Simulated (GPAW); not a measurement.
# Polarising V2CO2 MXene monolayer with a field along the normal

The dipole of the cell at several fields, atoms fixed. What does the strongest field give, and what length does the slope stand for?

How it was computed: GPAW 26.7.0, plane waves (500 eV), PAW setups, PBE, 12×12 mesh, a dipole layer in the vacuum; geometry relaxed without an applied field with GPAW. The cell's area is 7.22 Å², and e/ε0 = 180.95 V Å.

The runs, one held back:

| field (V/Å) | dipole (e Å) |
| --- | --- |
| −0.2 | −0.0441 |
| −0.1 | −0.0220 |
| −0.05 | −0.0110 |
| 0.05 | 0.0110 |
| 0.1 | 0.0220 |
| 0.2 | 0.0441 |
| 0.3 | ? |

Q: What is the dipole at 0.3 V/Å?

Worked answer. A line through the 6 points has the slope α = 0.220 e Å per V/Å and the intercept p₀ = 0.0000 e Å (r.m.s. residual 2.8e−05). At 0.3 V/Å it gives p = 0.0000 + 0.220 × 0.3 = 0.0661 e Å; the run gives 0.0661 e Å, so the response stays linear to 0.0 % of the induced part. Dividing by ε0 and the area: α/(ε0 A) = 0.220 × 180.95 / 7.22 = 5.52 Å, against 4.45 Å between the outer nuclei.

**Limits.** This is the electronic response alone; ions that move would add to it in polar layers. Spin-polarised runs started from parallel moments; another order may lie lower.
